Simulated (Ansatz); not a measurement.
# Relaxing random alloy of the bcc Mo-W line, x = 0.7407 (54 atoms), part 2 of 2

Wanted: the relaxed structure of random alloy of the bcc Mo-W line, x = 0.7407 (54 atoms) and its electronic structure.

Ansatz 0.2.0; Kohn-Sham DFT, PBE, PAW (set soft_2), plane waves.

The cell: 14 Mo and 40 W. The host structure and its lattice constant were typed by rule, without a check against the phase diagram. Spin–orbit coupling is left out.

So far. Step 3 (Cell and atoms relaxed): The relaxation changed the energy by -8.42 meV/atom, and atoms moved by 0.031 Å r.m.s., 0.059 Å at most.

## Step 5: Single point at the relaxed geometry

One more single point at the end of the walk gives the fuller output and checks the residual forces.

input.yaml

```yaml
crystal:
  lattice:
    - [9.53337, 0.00047, -0.00028]
    - [0.00047, 9.53179, -0.00025]
    - [-0.00028, -0.00025, 9.53073]
  atoms:
    - { symbol: Mo, position: [0.00028, 0.00037, 0.99998] }
    - { symbol: W, position: [0.1668, 0.16692, 0.16645] }
    - { symbol: Mo, position: [0.00045, 0.0003, 0.33332] }
    - { symbol: Mo, position: [0.1667, 0.16678, 0.50005] }
    [... 44 atom lines left out ...]
    - { symbol: W, position: [0.66641, 0.66667, 2.0e-05] }
    - { symbol: W, position: [0.83365, 0.83378, 0.16672] }
    - { symbol: W, position: [0.66654, 0.66679, 0.33317] }
    - { symbol: W, position: [0.83374, 0.83387, 0.5001] }
    - { symbol: W, position: [0.66656, 0.66681, 0.66699] }
    - { symbol: W, position: [0.83368, 0.83378, 0.83334] }
kpoints:
  mp_grid: { grid: [2, 2, 2] }
hamiltonian:
  xc: pbe
scf:
  occupations: { method: fermi_dirac, width: 0.1 }
output:
  forces: true
  stress: true
  populations: true
  dos:
    method: { smearing: { sigma: 0.08 } }
    de: 0.05
    projected: { site_lists: { Mo: [Mo], W: [W] } }
  eigenvalues: true
  write_density: true
  write_potential: true
  volumetric_format: npy
```

On the command line:

```sh
ansatz run input.yaml --threads 10 --pin off --max-ram 102400MiB --backend cuda --events-out ev --progress --plain --runs-dir out
```

Numbers of over 12 decimals in the logs are rounded to 6 here.

The log of the run:

```text
[...]
GPU FFT provider: cuFFT
GPU libraries: cuBLAS 13.8.2, cuFFT 12.4.0, cuSOLVER 12.3.4
Crystal: 54 atoms, lattice volume = 866.058 Å³
Basis set: ecut = 420 eV, 16879 PW (Γ), exchange–correlation on 128×128×128 points (8 copies of the dense FFT grid, shifted against one another)
Bands: 454, of which v1, the nominal top of the filled ones, is band 378 counted from 1 (377 counted from 0)
Symmetry: 1 space group operations
[...]
k-points: 8
[...]
GPU buffer pool allocated for 262144 grid points (all kernels)
[...]
SCF iter   1: F=—  HF=-484778.491604 eV  |F-HF|=—  |Δ(HF+E_count)|=         —  Δρ=2.95e-3  dr2=2.91e-1  ethr=1.77e-3  ⟨swp⟩=4.1  Hψ=13238  notcnv=0
[...]
SCF iter   7: F=-484778.474373 eV  HF=-484778.474373 eV  |F-HF|=1.86e-9  |Δ(HF+E_count)|=   2.04e-8  Δρ=5.17e-7  dr2=3.00e-9  ethr=1.32e-11  ⟨swp⟩=12.9  Hψ=35744  notcnv=0
SCF 1 converged in 7 iterations: F = -484778.474373 eV  dr2 = 3.00e-9
[...]
SCF converged after 7 iterations
Free energy (F): -484778.474373 eV
[...]
Internal energy: -484777.692907 eV  (E = F + TS)
E sigma→0 (E₀):  -484778.083640 eV
Entropy (-TS):   -0.781467 eV (-14.472 meV/atom)
Fermi energy:    21.844267 eV
[...]
--- Forces (eV/Å), atoms counted from 1 ---
  atom   1  Mo     0.00009929     0.00077555     0.00059551
  atom   2  W     -0.00012426     0.00055133    -0.00026767
  atom   3  Mo     0.00047240     0.00039922    -0.00111579
  atom   4  Mo    -0.00024338    -0.00036426     0.00027113
  atom   5  Mo     0.00064085     0.00045290     0.00032558
  atom   6  W      0.00034731    -0.00014701     0.00111227
  atom   7  Mo    -0.00075021     0.00021513    -0.00094483
  atom   8  W      0.00022079    -0.00048705    -0.00062010
  atom   9  W      0.00021099    -0.00151063     0.00051450
  atom  10  W      0.00011666     0.00178066     0.00038138
  atom  11  W     -0.00003124    -0.00088540    -0.00029651
  atom  12  W      0.00121509     0.00055029     0.00102049
  atom  13  W      0.00048304    -0.00109148    -0.00001861
  atom  14  W      0.00007543     0.00112302    -0.00073329
[...]
atom  53  W     -0.00080906    -0.00079489    -0.00041605
  atom  54  W      0.00001614     0.00178009    -0.00060783
  max |Σ_I F_I| component: 1.47e-6 eV/Å
--- Stress (GPa, compression-positive) ---
       -0.025695      -0.012787       0.006356
       -0.012787      -0.022919       0.002690
        0.006356       0.002690       0.021173
  P = ⅓ Tr σ = -0.0091 GPa (-0.091 kbar)
--- Band table (eV; the first three rows and the last of 8) ---
[...]
--- Löwdin populations: 54 sites ---
  site symbol       q [e]
     0     Mo     14.0789
     1      W     13.7358
     2     Mo     14.0583
[...]
53      W     13.8137
  spilling = 0.008889 (of n_electrons = 756.000000)
```

Elapsed: 5.3 s, on 1 × NVIDIA H100 80GB HBM3 with 10 threads of AMD EPYC 7R13 (Zen 3), shared host; peak memory 2.4 GiB.

That memory is the host's; the program planned up to 26.5 GiB on the GPU.

The run gave:

```yaml
free_energy: -484778.4744 eV
free_energy_per_atom: -8977.3792 eV/atom
scf_cycles: 7
pressure: -0.009147 GPa
r_m_s_force_component: 0.00063 eV/Å
longest_force: 0.00188 eV/Å
fermi_energy: 21.84 eV
levels_partly_filled_by_over_2_per_cent: 86
spilling_of_the_projection: 0.008889
```

Density of states as counts of states in windows of 1 eV (from the Fermi level), total and the larger projections:

| from (eV) | to (eV) | total | W d | Mo d | W s |
| --- | --- | --- | --- | --- | --- |
| -18 | -10 | 0.0 | 0.0 | 0.0 | 0.0 |
| -10 | -9 | 0.2 | 0.0 | 0.0 | 0.2 |
| -9 | -8 | 2.5 | 0.0 | 0.0 | 2.0 |
| -8 | -7 | 3.8 | 0.1 | 0.1 | 2.8 |
| -7 | -6 | 12.8 | 2.6 | 0.8 | 7.8 |
| -6 | -5 | 35.1 | 19.2 | 5.7 | 8.0 |
| -5 | -4 | 49.3 | 30.3 | 11.0 | 4.3 |
| -4 | -3 | 65.4 | 45.6 | 16.6 | 1.2 |
| -3 | -2 | 71.9 | 47.3 | 19.2 | 2.2 |
| -2 | -1 | 57.5 | 35.4 | 13.5 | 3.9 |
| -1 | 0 | 25.6 | 15.4 | 6.1 | 1.2 |
| 0 | 1 | 35.6 | 22.4 | 10.0 | 0.7 |
| 1 | 2 | 65.3 | 43.1 | 20.0 | 0.7 |

The stored curve holds about 324 of the 756 electrons; the rest, give or take the few that broadening carries across the Fermi level, lie in deeper levels below its range.

The levels nearest the highest filled one (over half full), pooled over k-points and spins:

| level less the highest filled one (eV) | occupation |
| --- | --- |
| -0.028 | 1.15 |
| -0.0265 | 1.14 |
| -0.0201 | 1.11 |
| -0.0143 | 1.08 |
| -0.0131 | 1.08 |
| 0 | 1.01 |
| 0.0115 | 0.953 |
| 0.0253 | 0.884 |
| 0.171 | 0.313 |
| 0.187 | 0.272 |
| 0.194 | 0.256 |
| 0.195 | 0.254 |

Valence density in the ac plane at fractional y = 0.000, with atoms of Mo and W within 0.2 Å of it. It is the smooth field of the valence electrons, not physical close to the nuclei.

Ten even steps from '0' (0.2 e/Å³) to '9' (6.5 e/Å³), each cell a mean:
```
962000038962000037762000038
320000012320000013320000012
000000000000000000000000000
000000000000000000000000000
000000000000000000000000000
100000001100000001100000001
741000025641000025641000026
972000047672000047672000049
962000037762000037762000038
320000013320000013320000012
000000000000000000000000000
000000000000000000000000000
000000000000000000000000000
100000001100000001100000001
741000025641000025641000026
972000047672000047672000049
962000037762000037762000038
320000013320000013320000012
000000000000000000000000000
000000000000000000000000000
000000000000000000000000000
100000001100000001100000001
741000026741000025641000026
972000049972000047672000049
```
Columns run along a (9.5 Å), rows up along c (9.5 Å). Atoms in or near the plane, at fractional coordinates: Mo at (0.00, 0.00), Mo at (0.00, 0.33), Mo at (0.00, 0.67), Mo at (0.33, 0.00), W at (0.33, 0.33), W at (0.33, 0.67), W at (0.67, 0.00), W at (0.67, 0.33), W at (0.67, 0.67).

Electrostatic potential energy in the ac plane at fractional y = 0.000, with atoms of Mo and W within 0.2 Å of it. With pseudopotentials it is smooth inside the atoms' cores, unlike the true potential.

Ten even steps from '_' (-53 eV) to '@' (23 eV), each cell a mean:
```
__..++@@@@@@##--____..++@@@@@@##==..__::++%%@@@@%%--__
--++%%@@@@@@@@##==--++%%@@@@@@@@##====++%%@@@@@@@@##==
%%@@@@@@@@@@@@@@%%%%@@@@@@@@@@@@@@%%%%%%@@@@@@@@@@@@%%
@@@@@@@@@@@@@@@@@@@@@@@@@@@@@@@@@@@@@@@@@@@@@@@@@@@@@@
@@@@@@@@@@@@@@@@@@@@@@@@@@@@@@@@@@@@@@@@@@@@@@@@@@@@@@
**##@@@@@@@@@@%%##**##@@@@@@@@@@%%##**##@@@@@@@@@@%%##
..--**@@@@@@%%++::::--**@@@@@@%%++::::--**@@@@@@%%++::
____++%%@@@@##--____..++%%@@@@##--____..++%%@@@@##--__
__..++@@@@@@##==..__::++%%@@@@##==..__::++%%@@@@%%==__
--++%%@@@@@@@@##====++%%@@@@@@@@##====++%%@@@@@@@@##==
%%@@@@@@@@@@@@@@%%%%%%@@@@@@@@@@@@%%%%@@@@@@@@@@@@@@%%
@@@@@@@@@@@@@@@@@@@@@@@@@@@@@@@@@@@@@@@@@@@@@@@@@@@@@@
@@@@@@@@@@@@@@@@@@@@@@@@@@@@@@@@@@@@@@@@@@@@@@@@@@@@@@
**##@@@@@@@@@@%%##**##@@@@@@@@@@%%##**##@@@@@@@@@@%%##
..--**@@@@@@%%++::::--**@@@@@@%%++::::--**@@@@@@%%++::
____++%%@@@@##--____..++%%@@@@##--____..++%%@@@@##--__
__..++@@@@@@##==..__::++%%@@@@##==..__::++%%@@@@%%--__
--++%%@@@@@@@@##====++%%@@@@@@@@##====++%%@@@@@@@@##==
%%@@@@@@@@@@@@@@%%%%@@@@@@@@@@@@@@%%%%%%@@@@@@@@@@@@%%
@@@@@@@@@@@@@@@@@@@@@@@@@@@@@@@@@@@@@@@@@@@@@@@@@@@@@@
@@@@@@@@@@@@@@@@@@@@@@@@@@@@@@@@@@@@@@@@@@@@@@@@@@@@@@
**##@@@@@@@@@@%%##**##@@@@@@@@@@%%##**##@@@@@@@@@@%%##
..--##@@@@@@%%++::..--##@@@@@@%%++::::--**@@@@@@%%++::
____++%%@@@@##--______++%%@@@@##--____..++%%@@@@##--__
```
Columns run along a (9.5 Å; values clipped at the 3rd and 97th percentile), rows up along c (9.5 Å). Atoms in or near the plane, at fractional coordinates: Mo at (0.00, 0.00), Mo at (0.00, 0.33), Mo at (0.00, 0.67), Mo at (0.33, 0.00), W at (0.33, 0.33), W at (0.33, 0.67), W at (0.67, 0.00), W at (0.67, 0.33), W at (0.67, 0.67).

Within 0.4 eV of the Fermi level the largest share is W d (67 % of the projected weight).

The surroundings of Mo4, picked at random, nearest first, numbered as they follow in the input and with coordinates relative to it.

| atom | x | y | z | distance (Å) |
| --- | --- | --- | --- | --- |
| Mo4 | 0.00 | 0.00 | 0.00 | 0.00 |
| W21 | 1.58 | -1.59 | -1.59 | 2.75 |
| W23 | 1.58 | -1.59 | 1.59 | 2.75 |
| W9 | -1.58 | 1.59 | -1.59 | 2.75 |
| Mo3 | -1.58 | -1.59 | -1.59 | 2.75 |
| W11 | -1.59 | 1.59 | 1.59 | 2.75 |
| Mo5 | -1.59 | -1.59 | 1.59 | 2.75 |
| W29 | 1.59 | 1.59 | 1.59 | 2.75 |
| Mo27 | 1.59 | 1.59 | -1.59 | 2.75 |

## Step 6: K-mesh 3×3×3

A denser mesh tests the sampling of the Brillouin zone.

input.yaml, as its differences from that of step 5:

```diff
@@ -8,3 +8,3 @@
 kpoints:
-  mp_grid: { grid: [2, 2, 2] }
+  mp_grid: { grid: [3, 3, 3] }
 hamiltonian:
@@ -22,4 +22 @@
   eigenvalues: true
-  write_density: true
-  write_potential: true
-  volumetric_format: npy
```

The log of the run:

```text
[...]
concurrent solve slots: 7 of 10 are kept, ahead of what memory takes: no pass of the eigensolver takes more rounds on 7
[...]
GPU FFT provider: cuFFT
GPU libraries: cuBLAS 13.8.2, cuFFT 12.4.0, cuSOLVER 12.3.4
Crystal: 54 atoms, lattice volume = 866.058 Å³
Basis set: ecut = 420 eV, 16879 PW (Γ), exchange–correlation on 128×128×128 points (8 copies of the dense FFT grid, shifted against one another)
Bands: 454, of which v1, the nominal top of the filled ones, is band 378 counted from 1 (377 counted from 0)
Symmetry: 1 space group operations
[...]
k-points: 14 of 27 (time reversal used)
[...]
GPU buffer pool allocated for 262144 grid points (all kernels)
[...]
SCF iter   1: F=—  HF=-484777.418102 eV  |F-HF|=—  |Δ(HF+E_count)|=         —  Δρ=2.81e-3  dr2=2.48e-1  ethr=1.77e-3  ⟨swp⟩=4.4  Hψ=23517  notcnv=0
[...]
SCF iter   6: F=—  HF=-484777.404957 eV  |F-HF|=—  |Δ(HF+E_count)|=   6.17e-3  Δρ=3.10e-6  dr2=1.29e-7  ethr=4.67e-10  ⟨swp⟩=2.1  Hψ=9101  notcnv=0
SCF iter   7: F=-484777.404957 eV  HF=-484777.404957 eV  |F-HF|=1.22e-9  |Δ(HF+E_count)|=   1.39e-8  Δρ=4.70e-7  dr2=2.39e-9  ethr=1.32e-11  ⟨swp⟩=6.1  Hψ=19299  notcnv=0
SCF 1 converged in 7 iterations: F = -484777.404957 eV  dr2 = 2.39e-9
[...]
SCF converged after 7 iterations
Free energy (F): -484777.404957 eV
[...]
Internal energy: -484776.091867 eV  (E = F + TS)
E sigma→0 (E₀):  -484776.748412 eV
Entropy (-TS):   -1.313090 eV (-24.316 meV/atom)
Fermi energy:    21.843075 eV
[...]
Σ components = -484777.404957   (vs F -484777.404957, Δ=0.00e0)
--- Forces (eV/Å), atoms counted from 1 ---
  atom   1  Mo     0.00567211    -0.00471942     0.00250657
  atom   2  W      0.00378195    -0.00269597    -0.00564910
  atom   3  Mo     0.00028801     0.01058038    -0.01199390
  atom   4  Mo     0.00126884     0.00175013     0.00725364
[...]
atom  54  W      0.00204121    -0.00484693     0.00200464
  max |Σ_I F_I| component: 1.16e-6 eV/Å
--- Stress (GPa, compression-positive) ---
        0.179615      -0.012325       0.006343
       -0.012325       0.178283      -0.000264
        0.006343      -0.000264       0.233740
  P = ⅓ Tr σ = 0.1972 GPa (1.972 kbar)
--- Band table (eV; the first three rows and the last of 14) ---
[...]
--- Löwdin populations: 54 sites ---
  site symbol       q [e]
     0     Mo     14.0781
     1      W     13.7320
     2     Mo     14.0588
[...]
53      W     13.8124
  spilling = 0.008978 (of n_electrons = 756.000000)
```

Wall time 6 s (1 × NVIDIA H100 80GB HBM3 with 10 threads); peak memory 2.7 GiB; 20 s of CPU time.

That memory is the host's; the program planned up to 27.7 GiB on the GPU.

Geometry and reference: those of the single point at the relaxed geometry.

Forces differ from those of the single point at the relaxed geometry by 5.7 meV/Å r.m.s.; the energy by +20 meV/atom and the pressure by +0.21 GPa.

## Step 7: Functional r2SCAN (500 eV)

The meta-GGA r2SCAN uses the kinetic energy density as well as the density and its gradient. Besides, the cutoff goes from 420 to 500 eV.

This step: Kohn-Sham DFT, r2SCAN, PAW (set soft_2), plane waves (Ansatz 0.2.0).

input.yaml, as its differences from that of step 6:

```diff
@@ -8,5 +8,5 @@
 kpoints:
-  mp_grid: { grid: [3, 3, 3] }
+  mp_grid: { grid: [2, 2, 2] }
 hamiltonian:
-  xc: pbe
+  xc: r2scan
 scf:
```

The log of the run:

```text
[...]
GPU FFT provider: cuFFT
GPU libraries: cuBLAS 13.8.2, cuFFT 12.4.0, cuSOLVER 12.3.4
Crystal: 54 atoms, lattice volume = 866.058 Å³
Basis set: ecut = 500 eV, 22091 PW (Γ), exchange–correlation on 288×288×288 points (64 copies of the dense FFT grid, shifted against one another)
Bands: 454, of which v1, the nominal top of the filled ones, is band 378 counted from 1 (377 counted from 0)
Symmetry: 1 space group operations
[...]
k-points: 8
[...]
GPU buffer pool allocated for 373248 grid points (all kernels)
[...]
SCF iter   1: F=—  HF=-485439.033779 eV  |F-HF|=—  |Δ(HF+E_count)|=         —  Δρ=1.22e-2  dr2=3.43e0  dr2_τ=2.60e0  ethr=1.77e-3  ⟨swp⟩=4.5  Hψ=13458  notcnv=0  defer=7
[...]
SCF iter   9: F=—  HF=-485439.408446 eV  |F-HF|=—  |Δ(HF+E_count)|=   3.02e-7  Δρ=4.44e-6  dr2=4.50e-7  dr2_τ=3.99e-8  ethr=5.78e-10  ⟨swp⟩=2.0  Hψ=4776  notcnv=0
SCF iter  10: F=-485439.408446 eV  HF=-485439.408446 eV  |F-HF|=5.24e-8  |Δ(HF+E_count)|=   1.73e-8  Δρ=2.05e-6  dr2=6.75e-8  dr2_τ=1.38e-8  ethr=1.32e-11  ⟨swp⟩=8.5  Hψ=11558  notcnv=0
SCF 1 converged in 10 iterations: F = -485439.408446 eV  dr2 = 6.75e-8
[...]
SCF converged after 10 iterations
Free energy (F): -485439.408446 eV
[...]
Internal energy: -485438.806671 eV  (E = F + TS)
E sigma→0 (E₀):  -485439.107558 eV
Entropy (-TS):   -0.601775 eV (-11.144 meV/atom)
Fermi energy:    21.698493 eV
[...]
Σ components = -485439.408446   (vs F -485439.408446, Δ=0.00e0)
--- Forces (eV/Å), atoms counted from 1 ---
  atom   1  Mo    -0.01558076    -0.01755212     0.00508596
  atom   2  W     -0.00265274    -0.00126289     0.00240733
  atom   3  Mo    -0.01594201     0.00104545    -0.00486597
  atom   4  Mo    -0.00023450     0.01343466     0.00408056
[...]
atom  54  W     -0.01548808    -0.02793575    -0.00106011
  max |Σ_I F_I| component: 1.15e-5 eV/Å
--- Stress (GPa, compression-positive) ---
       -3.969566      -0.012662       0.004599
       -0.012662      -3.958974       0.006851
        0.004599       0.006851      -3.920975
  P = ⅓ Tr σ = -3.9498 GPa (-39.498 kbar)
--- Band table (eV; the first three rows and the last of 8) ---
[...]
--- Löwdin populations: 54 sites ---
  site symbol       q [e]
     0     Mo     14.0615
     1      W     13.7275
     2     Mo     14.0425
[...]
53      W     13.8037
  spilling = 0.009718 (of n_electrons = 756.000000)
```

The job ended after 6.3 s (1 × NVIDIA H100 80GB HBM3 with 10 threads; peak memory 2.8 GiB).

That memory is the host's; the program planned up to 25.8 GiB on the GPU.

Geometry and reference: those of the single point at the relaxed geometry.

Forces differ from those of the single point at the relaxed geometry by 14 meV/Å r.m.s.; the pressure by -3.9 GPa.

## Step 8: Functional PBEsol

PBEsol restores the gradient expansion of exchange for slowly varying densities and usually gives shorter bonds in solids than PBE.

This step: Kohn-Sham DFT, PBEsol, PAW (set soft_2), plane waves (Ansatz 0.2.0).

input.yaml, as its differences from that of step 7:

```diff
@@ -10,3 +10,3 @@
 hamiltonian:
-  xc: r2scan
+  xc: pbesol
 scf:
```

The log of the run:

```text
[...]
GPU FFT provider: cuFFT
GPU libraries: cuBLAS 13.8.2, cuFFT 12.4.0, cuSOLVER 12.3.4
Crystal: 54 atoms, lattice volume = 866.058 Å³
Basis set: ecut = 420 eV, 16879 PW (Γ), exchange–correlation on 128×128×128 points (8 copies of the dense FFT grid, shifted against one another)
Bands: 454, of which v1, the nominal top of the filled ones, is band 378 counted from 1 (377 counted from 0)
Symmetry: 1 space group operations
[...]
k-points: 8
[...]
GPU buffer pool allocated for 262144 grid points (all kernels)
[...]
SCF iter   1: F=—  HF=-478827.916297 eV  |F-HF|=—  |Δ(HF+E_count)|=         —  Δρ=5.54e-3  dr2=9.34e-1  ethr=1.77e-3  ⟨swp⟩=4.1  Hψ=13275  notcnv=0
[...]
SCF iter   6: F=—  HF=-478827.843368 eV  |F-HF|=—  |Δ(HF+E_count)|=   6.19e-3  Δρ=3.97e-6  dr2=2.42e-7  ethr=1.38e-9  ⟨swp⟩=2.0  Hψ=5039  notcnv=0
SCF iter   7: F=-478827.843368 eV  HF=-478827.843368 eV  |F-HF|=8.03e-9  |Δ(HF+E_count)|=   3.22e-8  Δρ=6.76e-7  dr2=9.37e-9  ethr=1.32e-11  ⟨swp⟩=7.2  Hψ=12129  notcnv=0
SCF 1 converged in 7 iterations: F = -478827.843368 eV  dr2 = 9.37e-9
[...]
SCF converged after 7 iterations
Free energy (F): -478827.843368 eV
[...]
Internal energy: -478827.042230 eV  (E = F + TS)
E sigma→0 (E₀):  -478827.442799 eV
Entropy (-TS):   -0.801138 eV (-14.836 meV/atom)
Fermi energy:    21.680717 eV
[...]
Σ components = -478827.843368   (vs F -478827.843368, Δ=0.00e0)
--- Forces (eV/Å), atoms counted from 1 ---
  atom   1  Mo     0.00695632    -0.00488755     0.00676732
  atom   2  W     -0.00021094     0.00049388     0.01265256
  atom   3  Mo    -0.01151525     0.00010447    -0.01306503
  atom   4  Mo     0.00596034     0.00555769     0.00606065
[...]
atom  54  W     -0.01251569    -0.01050810    -0.00062317
  max |Σ_I F_I| component: 1.08e-6 eV/Å
--- Stress (GPa, compression-positive) ---
       -8.383486      -0.011956       0.005895
       -0.011956      -8.376894       0.003125
        0.005895       0.003125      -8.331282
  P = ⅓ Tr σ = -8.3639 GPa (-83.639 kbar)
--- Band table (eV; the first three rows and the last of 8) ---
[...]
--- Löwdin populations: 54 sites ---
  site symbol       q [e]
     0     Mo     14.0728
     1      W     13.7415
     2     Mo     14.0528
[...]
53      W     13.8168
  spilling = 0.008822 (of n_electrons = 756.000000)
```

Elapsed: 4.1 s, on 1 × NVIDIA H100 80GB HBM3 with 10 threads; peak memory 2.4 GiB; 11 s of CPU time.

That memory is the host's; the program planned up to 26.5 GiB on the GPU.

Geometry and reference: those of the single point at the relaxed geometry.

Forces differ from those of the single point at the relaxed geometry by 8.2 meV/Å r.m.s.; the pressure by -8.4 GPa.

## Step 9: What each setting buys

Each row is set against the single point at the relaxed geometry (Kohn-Sham DFT, PBE, PAW (set soft_2), plane waves; r.m.s. force component 6.3e-4 eV/Å). Energies are set beside the reference only for runs with its functional, potentials and electron count. Times are for 1 × NVIDIA H100 80GB HBM3 with 10 threads of AMD EPYC 7R13 (Zen 3), shared host. The reference's time includes grids, which some other runs skip.

| run | Δ force, r.m.s. (meV/Å) | Δ energy (meV/atom) | Δ pressure (GPa) | cycles | time | host memory (GiB) | planned on the GPU (GiB) |
| --- | --- | --- | --- | --- | --- | --- | --- |
| reference | - | - | - | 7 | 5.3 s | 2.4 | 26 |
| k-mesh 3×3×3 | 5.72 | 19.8 | 0.206 | 7 | 6 s | 2.7 | 28 |
| functional r2SCAN (500 eV) | 13.6 | - | -3.94 | 10 | 6.3 s | 2.8 | 26 |
| functional PBEsol | 8.18 | - | -8.35 | 7 | 4.1 s | 2.4 | 26 |

## Step 10: Results

```json
{
  "energy change in the relaxation": "-8.421 meV/atom",
  "r.m.s. displacement": "0.031 Å",
  "largest displacement": "0.059 Å",
  "free energy per atom": "-8977.3792 eV/atom",
  "density": "16.68 g/cm³",
  "pressure": "-0.009147 GPa",
  "r.m.s. force component": "0.00063 eV/Å",
  "wall time of the 6 DFT runs": "34 s"
}
```

In words: Relaxation lowers the energy by 8.42 meV/atom and moves atoms by 0.031 Å r.m.s.; the r.m.s. force component goes from 0.33 to 6.3e-4 eV/Å. Displacements are taken in the final cell, so they leave out its strain. The cell shrank by 0.1 % in volume. From the first step to the last the energy fell by 0.455 eV, across changes of basis, and the largest move was 0.06 Å (Mo42, with 1 other atom within 2 % of it). 86 levels are partly filled, by over 2 % (on the run's k-points), as in a metal.

Among the changes of functional, dispersion, potentials or spin set against this reference, functional r2SCAN (500 eV) moves the forces most, by 14 meV/Å r.m.s.

[Logs are printed without paths, hosts, clocks, repeated set-up lines and the standing remarks that a program may print on its own settings, such as how far it seeks lower states.]

[Hosts, paths, dates, database ids (printed as entryN), source tags and the programs' standing remarks are cut or masked in the printed files.]
